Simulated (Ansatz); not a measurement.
# A hypothetical structure for HgH2

This structure for HgH2 is made up. Its elements were placed in a known structure type with a cell scaled to their sizes. What cell does the guess relax to, and how far off was it?

Program: Ansatz 0.2.0. Level of theory: DFT, PBEsol, plane-wave PAW, files of the set soft_1, scalar-relativistic, no spin, cell and ions relaxed at zero pressure; PAW set soft_1, in the first sound run; inputs show where later runs differ. Results are calculated unless marked as measured.

### Step 1. Starting point

Symmetry: P4_2/mnm, No. 136, tetragonal system. The conventional cell has a = 4.607 Å, b = 4.607 Å, c = 3.064 Å, α = 90.00°, β = 90.00°, γ = 90.00°. Nearest to Hg lie 6 H at 1.94 to 2.02 Å. H has 3 Hg at 1.94 to 2.02 Å nearest. Farther neighbours are not listed.

### Step 2. Relaxing cell and atoms

The guess takes its coordinates from another compound and its volume from a rule, so the cell and any free coordinates are relaxed together.

Input file input.yaml:

```yaml
crystal:
  lattice:
    - [4.607, 0.0, 0.0]
    - [0.0, 4.607, 0.0]
    - [0.0, 0.0, 3.064]
  atoms:
    - { symbol: Hg, position: [0.5, 0.5, 0.5] }
    - { symbol: Hg, position: [0.0, 0.0, 0.0] }
    - { symbol: H, position: [0.7973, 0.2027, 0.5] }
    - { symbol: H, position: [0.7027, 0.7027, 0.0] }
    - { symbol: H, position: [0.2027, 0.7973, 0.5] }
    - { symbol: H, position: [0.2973, 0.2973, 0.0] }
kpoints:
  mp_grid: { grid: [6, 6, 9] }
scf:
  occupations: { method: fermi_dirac, width: 0.05 }
hamiltonian:
  xc: pbesol
  pseudopotentials: { kind: paw, azcp: { folder: soft_1 }, xc_functional: pbe }
relax:
  f_tol: 0.015
  max_steps: 70
  cell: {}
output:
  forces: true
  stress: true
```

Run with:

```console
> ansatz run input.yaml --threads 4 --pin off --max-ram 10240MiB --backend cpu --events-out ev --progress --plain --runs-dir out
```

Numbers of over 12 decimals in the logs are rounded to 6 here.

The program printed:

```text
Engine: ansatz 0.2.0, aarch64-unknown-linux-gnu
Pseudopotentials: kind: paw
Pseudopotential: Hg, paw, valence charge 20, recommended cutoff 420 eV (normal), soft_1/Hg.paw.azcp
Pseudopotential: H, paw, valence charge 1, recommended cutoff 420 eV (normal), soft_1/H.paw.azcp
Functional definition: PBEsol
  exchange = pbesol_x
  correlation = pbesol_c
Crystal: 6 atoms, lattice volume = 65.032 Å³
Basis set: ecut = 420 eV, 1259 PW (Γ), exchange–correlation on 64×64×48 points (8 copies of the dense FFT grid, shifted against one another)
Bands: 28, of which v1, the nominal top of the filled ones, is band 22 counted from 1 (21 counted from 0)
Symmetry: 16 space group operations
Space group: P42/mnm (ITA 136), of the structure as read, at distance tolerance 4.0e-5 Å
k-points: 50 of 324
Non-local potential: Hg, projectors of the file, l = 0: 3, l = 1: 2, l = 2: 2, l = 3: 1
Non-local potential: H, projectors of the file, l = 0: 2, l = 1: 1
PAW form: soft (Blöchl's): semilocal exchange-correlation on the pseudo side does not see the compensation charge
PAW frozen core: Hg, regenerated for the run's functional, and the local potential with it (the file was generated under x = pbe(κ = 0.804, μ = 0.219515), c = pbe(β = 0.066725))
PAW one-centre angular grid: Hg, 590 points (default); XC on 64 Gauss nodes
PAW one-centre angular grid: H, 110 points (default); XC on 64 Gauss nodes
Initial density: superposition of atomic densities (chi_scale 0.1, normalization cell, long waves kept (reshape's long-wave potential 0.00 eV rms))
Initial wavefunctions: pseudopotential atomic-orbital guess
Functional: x = pbesol(κ = 0.804, μ = 0.123457), c = pbesol(β = 0.046)
SCF iter   1: F=—  HF=-27400.857338 eV  |F-HF|=—  |Δ(HF+E_count)|=         —  Δρ=6.13e-2  dr2=2.96e0  ethr=3.10e-3  ⟨swp⟩=5.6  Hψ=5474  notcnv=0  defer=7
preconditioner: auto → Resta (q_TF=auto, 2.556 Å⁻¹)  ε∞=5.7  [insulator: Δε(μ)=0.300 eV  Ē_g=11.284 eV  σ=0.050 eV  W_gap=0.78  n_scr=18 (ndim 8)  ℏωp=24.4 eV  f_vac=0.014  D(μ)=0.23/eV (n_scr^D=0)  ε∞_Penn≈5.7]
SCF iter   2: F=—  HF=-27400.019744 eV  |F-HF|=—  |Δ(HF+E_count)|=   8.38e-1  Δρ=2.50e-2  dr2=4.67e-1  ethr=3.10e-3  ⟨swp⟩=2.3  Hψ=2545  notcnv=0  defer=72
SCF iter   3: F=—  HF=-27399.846850 eV  |F-HF|=—  |Δ(HF+E_count)|=   1.73e-1  Δρ=5.28e-3  dr2=1.50e-2  ethr=1.06e-3  ⟨swp⟩=2.1  Hψ=2238  notcnv=0  defer=72
SCF iter   4: F=—  HF=-27399.845930 eV  |F-HF|=—  |Δ(HF+E_count)|=   9.20e-4  Δρ=1.43e-3  dr2=5.61e-4  ethr=3.41e-5  ⟨swp⟩=2.0  Hψ=2111  notcnv=0  defer=70
SCF iter   5: F=—  HF=-27399.846229 eV  |F-HF|=—  |Δ(HF+E_count)|=   2.99e-4  Δρ=1.18e-4  dr2=6.18e-6  ethr=1.28e-6  ⟨swp⟩=2.6  Hψ=2043  notcnv=0  defer=70
SCF iter   6: F=—  HF=-27399.846238 eV  |F-HF|=—  |Δ(HF+E_count)|=   9.38e-6  Δρ=1.85e-5  dr2=1.61e-7  ethr=1.40e-8  ⟨swp⟩=2.0  Hψ=2029  notcnv=0  defer=70
SCF iter   7: F=-27399.846238 eV  HF=-27399.846238 eV  |F-HF|=8.73e-11  |Δ(HF+E_count)|=   1.77e-7  Δρ=4.89e-6  dr2=2.43e-8  ethr=2.27e-10  ⟨swp⟩=4.0  Hψ=4512  notcnv=0
SCF 1 converged in 7 iterations: F = -27399.846238 eV  dr2 = 2.43e-8
  greatest PAW one-centre occupation: 1.000 electrons in one spin orbital (limit 2), on the Hg atom at site 1 (counted from 0), in its partial waves of l = 0
relax step   1: F+E_penalty+E_count = -27399.84623835 eV  Δ(F+E_penalty+E_count) = +0.000e0 eV  max|allowed force component| = 2.803e-1 eV/Å  Δτ_max = 0.0000 Å  P = +5.071 GPa  Ω = 65.032 Å³  (7 SCF iters, dr2 threshold 1.00e-7 eV, accepted)
Crystal: 6 atoms, lattice volume = 72.430 Å³
Basis set: ecut = 420 eV, 1419 PW (Γ), exchange–correlation on 64×64×48 points (8 copies of the dense FFT grid, shifted against one another)
Initial density: handed on by an earlier stage of this run
Initial wavefunctions: those handed on with the density
iter 1 solved again at ethr=1.89e-4 eV; its pass at ethr=3.10e-3 eV (dr2=8.30e-2 eV) is discarded
SCF iter   1: F=—  HF=-27400.053347 eV  |F-HF|=—  |Δ(HF+E_count)|=         —  Δρ=1.14e-2  dr2=8.64e-2  ethr=1.89e-4  ⟨swp⟩=1.5  Hψ=7076  notcnv=0
preconditioner: auto → Kerker (q_TF=auto, 2.511 Å⁻¹)  [metal: Δε(μ)=0.067 eV  Ē_g=11.521 eV  σ=0.050 eV  W_gap=0.30  n_scr=18 (ndim 8)  ℏωp=23.1 eV  f_vac=0.062  D(μ)=0.56/eV (n_scr^D=0)]
SCF iter   2: F=—  HF=-27400.034445 eV  |F-HF|=—  |Δ(HF+E_count)|=   1.89e-2  Δρ=6.54e-3  dr2=2.86e-2  ethr=1.89e-4  ⟨swp⟩=1.9  Hψ=1556  notcnv=0
SCF iter   3: F=—  HF=-27400.026266 eV  |F-HF|=—  |Δ(HF+E_count)|=   8.18e-3  Δρ=1.01e-3  dr2=7.70e-4  ethr=6.49e-5  ⟨swp⟩=2.2  Hψ=2210  notcnv=0
SCF iter   4: F=—  HF=-27400.026253 eV  |F-HF|=—  |Δ(HF+E_count)|=   1.28e-5  Δρ=2.36e-4  dr2=7.00e-5  ethr=1.75e-6  ⟨swp⟩=2.1  Hψ=1872  notcnv=0
SCF iter   5: F=—  HF=-27400.026233 eV  |F-HF|=—  |Δ(HF+E_count)|=   2.06e-5  Δρ=9.45e-5  dr2=9.61e-6  ethr=1.59e-7  ⟨swp⟩=2.3  Hψ=2061  notcnv=0
SCF iter   6: F=—  HF=-27400.026236 eV  |F-HF|=—  |Δ(HF+E_count)|=   3.35e-6  Δρ=3.54e-5  dr2=1.35e-6  ethr=2.19e-8  ⟨swp⟩=2.1  Hψ=2078  notcnv=0
SCF iter   7: F=-27400.026236 eV  HF=-27400.026236 eV  |F-HF|=1.63e-8  |Δ(HF+E_count)|=   3.48e-7  Δρ=1.13e-5  dr2=8.44e-8  ethr=1.36e-9  ⟨swp⟩=4.0  Hψ=4506  notcnv=0
SCF 2 converged in 7 iterations: F = -27400.026236 eV  dr2 = 8.44e-8
relax step   2: F+E_penalty+E_count = -27400.02623636 eV  Δ(F+E_penalty+E_count) = -1.800e-1 eV  max|allowed force component| = 4.153e-1 eV/Å  Δτ_max = 0.0768 Å  P = -2.780 GPa  Ω = 72.430 Å³  energy of the carried Pulay correction = -5.257e-3 eV  (7 SCF iters, dr2 threshold 6.00e-7 eV, accepted)
Crystal: 6 atoms, lattice volume = 76.096 Å³
Basis set: ecut = 420 eV, 1495 PW (Γ), exchange–correlation on 64×64×48 points (8 copies of the dense FFT grid, shifted against one another)
iter 1 solved again at ethr=1.42e-4 eV; its pass at ethr=3.10e-3 eV (dr2=6.26e-2 eV) is discarded
SCF iter   1: F=—  HF=-27400.311428 eV  |F-HF|=—  |Δ(HF+E_count)|=         —  Δρ=1.07e-2  dr2=6.35e-2  ethr=1.42e-4  ⟨swp⟩=1.4  Hψ=7062  notcnv=0
preconditioner: auto → Kerker (q_TF=auto, 2.490 Å⁻¹)  [metal: Δε(μ)=0.094 eV  Ē_g=11.357 eV  σ=0.050 eV  W_gap=0.42  n_scr=18 (ndim 8)  ℏωp=22.5 eV  f_vac=0.061  D(μ)=0.44/eV (n_scr^D=0)]
SCF iter   2: F=—  HF=-27400.301950 eV  |F-HF|=—  |Δ(HF+E_count)|=   9.48e-3  Δρ=6.63e-3  dr2=2.68e-2  ethr=1.42e-4  ⟨swp⟩=1.0  Hψ=1400  notcnv=0
SCF iter   3: F=—  HF=-27400.294688 eV  |F-HF|=—  |Δ(HF+E_count)|=   7.26e-3  Δρ=6.50e-4  dr2=2.13e-4  ethr=6.10e-5  ⟨swp⟩=2.1  Hψ=1697  notcnv=0
SCF iter   4: F=—  HF=-27400.294831 eV  |F-HF|=—  |Δ(HF+E_count)|=   1.42e-4  Δρ=1.31e-4  dr2=1.61e-5  ethr=4.85e-7  ⟨swp⟩=2.1  Hψ=2072  notcnv=0
SCF iter   5: F=—  HF=-27400.294834 eV  |F-HF|=—  |Δ(HF+E_count)|=   3.10e-6  Δρ=5.08e-5  dr2=2.67e-6  ethr=3.67e-8  ⟨swp⟩=2.0  Hψ=2040  notcnv=0
SCF iter   6: F=-27400.294834 eV  HF=-27400.294834 eV  |F-HF|=5.44e-8  |Δ(HF+E_count)|=   1.86e-7  Δρ=1.96e-5  dr2=4.96e-7  ethr=1.36e-9  ⟨swp⟩=4.0  Hψ=4508  notcnv=0
SCF 3 converged in 6 iterations: F = -27400.294834 eV  dr2 = 4.96e-7
relax step   3: F+E_penalty+E_count = -27400.29483399 eV  Δ(F+E_penalty+E_count) = -2.686e-1 eV  max|allowed force component| = 5.650e-1 eV/Å  Δτ_max = 0.1031 Å  P = -3.392 GPa  Ω = 76.096 Å³  energy of the carried Pulay correction = -7.658e-3 eV  (6 SCF iters, dr2 threshold 6.00e-7 eV, accepted)
[... from here on, the SCF cycles and remarks between the steps are left out ...]
relax step   4: F+E_penalty+E_count = -27400.65291726 eV  Δ(F+E_penalty+E_count) = -3.581e-1 eV  max|allowed force component| = 3.477e-1 eV/Å  Δτ_max = 0.1953 Å  P = +3.640 GPa  Ω = 80.300 Å³  energy of the carried Pulay correction = -1.026e-2 eV  (6 SCF iters, dr2 threshold 6.00e-7 eV, accepted)
relax step   5: F+E_penalty+E_count = -27400.67464990 eV  Δ(F+E_penalty+E_count) = -2.173e-2 eV  max|allowed force component| = 2.252e-1 eV/Å  Δτ_max = 0.0538 Å  P = -0.030 GPa  Ω = 80.148 Å³  energy of the carried Pulay correction = -1.017e-2 eV  (5 SCF iters, dr2 threshold 6.00e-7 eV, accepted)
relax step   6: F+E_penalty+E_count = -27400.71473956 eV  Δ(F+E_penalty+E_count) = -4.009e-2 eV  max|allowed force component| = 3.617e-2 eV/Å  Δτ_max = 0.0503 Å  P = +0.622 GPa  Ω = 82.418 Å³  energy of the carried Pulay correction = -1.152e-2 eV  (5 SCF iters, dr2 threshold 6.00e-7 eV, accepted)
relax step   7: F+E_penalty+E_count = -27400.72640253 eV  Δ(F+E_penalty+E_count) = -1.166e-2 eV  max|allowed force component| = 2.363e-2 eV/Å  Δτ_max = 0.0361 Å  P = -0.151 GPa  Ω = 85.900 Å³  energy of the carried Pulay correction = -1.351e-2 eV  (5 SCF iters, dr2 threshold 6.00e-7 eV, accepted)
relax step   8: F+E_penalty+E_count = -27400.72741605 eV  Δ(F+E_penalty+E_count) = -1.014e-3 eV  max|allowed force component| = 7.246e-3 eV/Å  Δτ_max = 0.0114 Å  P = -0.038 GPa  Ω = 86.266 Å³  energy of the carried Pulay correction = -1.372e-2 eV  (5 SCF iters, dr2 threshold 1.68e-7 eV, accepted)
relax step   9: F+E_penalty+E_count = -27400.72811222 eV  Δ(F+E_penalty+E_count) = -6.962e-4 eV  max|allowed force component| = 4.091e-5 eV/Å  Δτ_max = 0.0025 Å  P = +0.015 GPa  Ω = 85.849 Å³  energy of the carried Pulay correction = -1.349e-2 eV  (5 SCF iters, dr2 threshold 1.05e-7 eV, accepted)
relax step  10: F+E_penalty+E_count = -27400.75365165 eV  Δ(F+E_penalty+E_count) = -2.554e-2 eV  max|allowed force component| = 2.532e-3 eV/Å  Δτ_max = 0.0000 Å  P = +0.330 GPa  Ω = 85.849 Å³  stress off target by 3.36e-1 GPa  SCF on the basis re-selected at this cell (its energy is not comparable with the rows above)  (7 SCF iters)
relax step  11: F+E_penalty+E_count = -27400.75490968 eV  Δ(F+E_penalty+E_count) = -1.258e-3 eV  max|allowed force component| = 3.946e-3 eV/Å  Δτ_max = 0.0099 Å  P = +0.067 GPa  Ω = 87.340 Å³  energy of the carried Pulay correction = -7.658e-4 eV  (5 SCF iters, dr2 threshold 2.82e-7 eV, accepted)
relax step  12: F+E_penalty+E_count = -27400.75479977 eV  Δ(F+E_penalty+E_count) = +1.099e-4 eV  max|allowed force component| = 7.173e-4 eV/Å  Δτ_max = 0.0050 Å  P = +0.010 GPa  Ω = 87.897 Å³  energy of the carried Pulay correction = -1.064e-3 eV  (5 SCF iters, dr2 threshold 1.22e-8 eV, accepted)
iter 1 solved again at ethr=7.62e-8 eV; its pass at ethr=3.10e-3 eV (dr2=3.35e-5 eV) is discarded
SCF iter   1: F=—  HF=-27400.754509 eV  |F-HF|=—  |Δ(HF+E_count)|=         —  Δρ=2.86e-4  dr2=1.98e-6  ethr=7.62e-8  ⟨swp⟩=3.0  Hψ=9576  notcnv=0
preconditioner: auto → Resta (q_TF=auto, 2.431 Å⁻¹)  ε∞=4.5  [insulator: Δε(μ)=1.942 eV  Ē_g=11.272 eV  σ=0.050 eV  W_gap=1.00  n_scr=18 (ndim 8)  ℏωp=21.0 eV  f_vac=0.120  D(μ)=0.00/eV (n_scr^D=0)  ε∞_Penn≈4.5]
SCF iter   2: F=—  HF=-27400.755515 eV  |F-HF|=—  |Δ(HF+E_count)|=   1.01e-3  Δρ=1.44e-4  dr2=4.51e-7  ethr=4.50e-9  ⟨swp⟩=2.0  Hψ=2096  notcnv=0
SCF iter   3: F=—  HF=-27400.755849 eV  |F-HF|=—  |Δ(HF+E_count)|=   3.33e-4  Δρ=9.90e-6  dr2=5.55e-9  ethr=1.02e-9  ⟨swp⟩=2.0  Hψ=2100  notcnv=0
SCF iter   4: F=—  HF=-27400.755850 eV  |F-HF|=—  |Δ(HF+E_count)|=   1.46e-6  Δρ=7.11e-7  dr2=9.13e-10  ethr=1.26e-11  ⟨swp⟩=2.0  Hψ=2100  notcnv=0
SCF iter   5: F=—  HF=-27400.755850 eV  |F-HF|=—  |Δ(HF+E_count)|=   1.20e-9  Δρ=4.03e-7  dr2=1.94e-10  ethr=2.08e-12  ⟨swp⟩=2.0  Hψ=2012  notcnv=0
SCF iter   6: F=-27400.755850 eV  HF=-27400.755850 eV  |F-HF|=5.82e-11  |Δ(HF+E_count)|=  1.82e-10  Δρ=1.49e-7  dr2=2.83e-11  ethr=1.00e-12  ⟨swp⟩=4.1  Hψ=4504  notcnv=0
SCF 13 converged in 6 iterations: F = -27400.755850 eV  dr2 = 2.83e-11
relax step  13: F+E_penalty+E_count = -27400.75585007 eV  Δ(F+E_penalty+E_count) = -1.050e-3 eV  max|allowed force component| = 5.913e-4 eV/Å  Δτ_max = 0.0000 Å  P = +0.008 GPa  Ω = 87.897 Å³  stress off target by 1.23e-2 GPa  SCF on the basis re-selected at this cell (its energy is not comparable with the rows above)  (6 SCF iters)
basis re-selected at this cell: Δ(F+E_penalty+E_count) = -1.050e-3 eV, ΔP = -0.002 GPa vs the last step (what re-selecting the basis moved, of the pressure what is left beyond the Pulay correction that the steps carried, after the strain that the cell walked since its last selection, with what the two solves' SCF thresholds leave and, on support functions, any second-order correction that the steps lacked; it is no m [...]
SCF converged after 6 iterations
Free energy (F): -27400.755850 eV
Harris-Foulkes:  -27400.755850 eV  (|F-HF|=5.82e-11)
Internal energy: -27400.755850 eV  (E = F + TS)
E sigma→0 (E₀):  -27400.755850 eV
Fermi energy:    6.174349 eV
--- Per-component energies (eV) ---
  E_band       = -1105.972339
  E_kinetic    = 1200.265743
  E_local      = -6825.741819  (includes V_loc(G=0)·N_el)
  E_nonlocal   = 172.655972
  E_hartree    = 2902.338553
  E_xc         = -451.341187
  E_vxc        = -541.521628  (∫ρ·V_xc dr)
  E_paw        = -19626.758636  (= ΣΔE_a)
  E_vpaw       = -916.304849  (= ΣTr[D̂ρ^β])
  E_aug_tail   = -0.003115  (compensation charges beyond the density's cutoff)
  E_ewald      = -4772.828780
  E_core_change = 0.657420  (= ΣΔE_core)
  E_smearing   = -0.000000  (= −TS)
  E_closure    = -0.000000  (closes the sum)
  Σ components = -27400.755850   (vs F -27400.755850, Δ=0.00e0)
--- Forces (eV/Å), atoms counted from 1 ---
  atom   1  Hg     0.00000000     0.00000000     0.00000000
  atom   2  Hg    -0.00000000    -0.00000000     0.00000000
  atom   3  H      0.00059129    -0.00059129     0.00000000
  atom   4  H     -0.00059129    -0.00059129     0.00000000
  atom   5  H     -0.00059129     0.00059129     0.00000000
  atom   6  H      0.00059129     0.00059129     0.00000000
  max |Σ_I F_I| component: 1.08e-19 eV/Å
--- Stress (GPa, compression-positive) ---
        0.012272      -0.000000       0.000000
       -0.000000       0.012272       0.000000
        0.000000       0.000000      -0.000320
  P = ⅓ Tr σ = 0.0081 GPa (0.081 kbar)
--- Relaxed structure (11 steps of the walk, 11 accepted, 2 SCFs on fresh bases) ---
  F+E_penalty+E_count = -27400.75585007 eV   max|allowed force component| = 5.913e-4 eV/Å   (the final SCF, on the basis selected at the relaxed cell)
  cell:  # Å, volume = 87.8968 Å³
    - [5.126856, 0.0, 0.0]
    - [0, 5.126856, 0.0]
    - [0.0, 0.0, 3.344035]
  atoms:
    - { symbol: Hg, position: [0.5, 0.500000, 0.500000] }
    - { symbol: Hg, position: [-2.2592448135143985e-18, -7.1385860427017715e-19, 0.0] }
    - { symbol: H, position: [0.730264, 0.269736, 0.500000] }
    - { symbol: H, position: [0.769736, 0.769736, 0.0] }
    - { symbol: H, position: [0.269736, 0.730264, 0.500000] }
    - { symbol: H, position: [0.230264, 0.230264, 0.0] }
```

Run time: 11 s. Hardware: 4 threads of Arm Neoverse V2, shared host; peak memory 0.43 GiB.

Step by step:

| step | energy less that of the first step (eV) | largest force component (eV/Å) | pressure (GPa) | volume (Å³) |
| --- | --- | --- | --- | --- |
| 1 | 0.0000 | 0.2803 | 5.07 | 65.03 |
| 2 | -0.1800 | 0.4153 | -2.78 | 72.43 |
| 3 | -0.4486 | 0.5650 | -3.39 | 76.10 |
| 4 | -0.8067 | 0.3477 | 3.64 | 80.30 |
| 5 | -0.8284 | 0.2252 | -0.03 | 80.15 |
| 6 | -0.8685 | 0.0362 | 0.62 | 82.42 |
| 7 | -0.8802 | 0.0236 | -0.15 | 85.90 |
| 8 | -0.8812 | 0.0072 | -0.04 | 86.27 |
| 9 | -0.8819 | 0.0000 | 0.02 | 85.85 |
| 10* | -0.9074 | 0.0025 | 0.33 | 85.85 |
| 11 | -0.9087 | 0.0039 | 0.07 | 87.34 |
| 12 | -0.9086 | 0.0007 | 0.01 | 87.90 |
| 13* | -0.9096 | 0.0006 | 0.01 | 87.90 |

Relaxation steps marked * repeat the geometry before them on a plane-wave basis chosen anew for their cell, so energy and pressure can jump there.

Forces are held to the 16 operations that the run works with; a distortion that breaks them can't arise in this run.

| conventional cell, symmetrised | before | after | change |
| --- | --- | --- | --- |
| a (Å) | 4.607 | 5.127 | +11.3 % |
| b (Å) | 4.607 | 5.127 | +11.3 % |
| c (Å) | 3.064 | 3.344 | +9.1 % |
| volume (Å³/atom) | 10.84 | 14.65 | +35.2 % |

The atoms that moved most (Å, as changes of fractional coordinates times the final cell):

| atom | dx | dy | dz | length |
| --- | --- | --- | --- | --- |
| H3 | -0.344 | 0.344 | 0.000 | 0.486 |
| H5 | 0.344 | -0.344 | 0.000 | 0.486 |
| H6 | -0.344 | -0.344 | 0.000 | 0.486 |
| H4 | 0.344 | 0.344 | 0.000 | 0.486 |

Numbers from this step:

- free energy: -27400.7559 eV
- Fermi energy: 6.174 eV
- gap by band count: 1.942 eV
- electrons: 44
- symmetry operations: 16
- pressure: 0.008075 GPa

The shortest distance of each pair, which need not be the same contact before and after:

| pair | guess (Å) | relaxed (Å) |
| --- | --- | --- |
| H–Hg | 1.937 | 1.670 |
| H–H | 2.641 | 3.067 |
| Hg–Hg | 3.064 | 3.344 |

The relaxation ends with a largest force component of 5.9e-4 eV/Å and a pressure of 0.01 GPa.

(Continued in part 2 of 2.)

[Logs are printed without paths, hosts, clocks, repeated set-up lines and the standing remarks that a program may print on its own settings, such as how far it seeks lower states.]

[Hosts, paths, dates, database ids (printed as entryN), source tags and the programs' standing remarks are cut or masked in the printed files.]
